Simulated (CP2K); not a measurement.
The O K edge of protonated methanol was computed by TDDFT (CP2K XAS_TDP, aug-cc-pVTZ, TDA) at these levels: PBEh(45%), PBEh(45%) + GW2X and PBEh(60%). The first three lines of O2 (bonded to C and 2 H) with a strength over 0.0015, energy in eV and strength:

| run | first | second | third |
| --- | --- | --- | --- |
| 1 | 532.70 (0.007) | 533.83 (0.050) | 534.12 (0.044) |
| 2 | 538.83 (0.009) | 539.58 (0.058) | 539.90 (0.052) |
| 3 | 537.06 (0.007) | 538.20 (0.049) | 538.49 (0.044) |

Question: Which run is which?

Run 1: PBEh(45%) (45 % exact exchange). Run 2: PBEh(60%) (60 % exact exchange). Run 3: PBEh(45%) + GW2X (45 % exact exchange). Self-interaction lifts the core level, so the uncorrected lines rise with the share of exact exchange. The GW2X run keeps the spacings of its parent: 1.14 eV between the first two lines in run 3, 1.13 eV in run 1. Its shift is +4.36 eV, since the Kohn–Sham level at this share of exchange lies that far above the quasiparticle level.

[Hosts, paths, dates, database ids (printed as entryN), source tags and the programs' standing remarks are cut or masked in the printed files.]
